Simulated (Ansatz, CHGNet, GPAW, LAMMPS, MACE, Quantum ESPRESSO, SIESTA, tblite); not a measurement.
## Glassy 61Al2O3-39P2O5 (mol %) (104 atoms): runs against a plane-wave reference

Density of this cell: 2.69 g/cm³. The cell holds 104 atoms: 22 Al, 14 P and 68 O. Its edges and angles: a = 10.928 Å, b = 10.928 Å, c = 10.928 Å, α = 90.0°, β = 90.0°, γ = 90.0°. 104 atoms (22 Al, 14 P, 68 O) placed at random at 2.66 g/cm³, melted at 4000 K for 10 ps at fixed volume with the Morse and Coulomb pair potential with partial charges (Pedone, Malavasi, Menziani, Cormack and Segre, J. Phys. Chem. B 110, 11780 (2006)). Quenched from 4000 K to 300 K at 50 K/ps and fixed volume, held 10 ps at zero pressure.

Geometry: as built.

The reference, a calculation:

- method: Kohn-Sham DFT, PBE, SSSP efficiency 1.3.0 pseudopotentials, plane waves (Quantum ESPRESSO 7.5); sssp-pbe-1.3.0-efficiency, cutoffs 60/480 Ry, Γ point
- r.m.s. force component: 1.16 eV/Å
- longest force: 5.092 eV/Å
- pressure: 5.52 GPa
- gap (highest filled to lowest empty level): 3.349 eV
- time: 4.4 min on 4 MPI ranks of Arm Neoverse V2, shared host
- CPU time: 18 min

Runs, in no order:
A. MACE MPA-0 medium potential: machine-learned interatomic potential MACE MPA-0 medium, trained on PBE(+U) plane-wave data
B. SIESTA PBE, SZ, shift 0.02 Ry, mesh 500 Ry: Kohn-Sham DFT, PBE, PseudoDojo 0.4.1 norm-conserving pseudopotentials (converted to PSML), numerical atomic orbitals (SZ), diagonalisation
C. GPAW PBE, LCAO dzp, h 0.18 Å: Kohn-Sham DFT, PBE, PAW, atomic orbitals (dzp)
D. CHGNet 0.3.0 potential: machine-learned interatomic potential CHGNet 0.3.0, trained on PBE(+U) plane-wave data

**Question.** Rank the runs by how far their forces lie from the reference's, least first.

A, D, C, B.

| run | Δ force, r.m.s. (meV/Å) | share of r.m.s. force (%) | CPU time |
| --- | --- | --- | --- |
| A. MACE MPA-0 medium potential | 127 | 10.9 | 9.5 s |
| D. CHGNet 0.3.0 potential | 192 | 16.6 | 5.1 s |
| C. GPAW PBE, LCAO dzp, h 0.18 Å | 388 | 33.4 | 3 min |
| B. SIESTA PBE, SZ, shift 0.02 Ry, mesh 500 Ry | 2454 | 211 | 92 s |

Machine-learned potentials mimic data converged in k, so the reference's own k-point error enters their differences. The network of bonds at the start is that of the classical potential that made the cell, and needn't be the one that DFT or experiment would give. The electronic-structure runs sample only Γ, in a cell whose shortest periodic width is 11 Å.

[Hosts, paths, dates, database ids (printed as entryN), source tags and the programs' standing remarks are cut or masked in the printed files.]
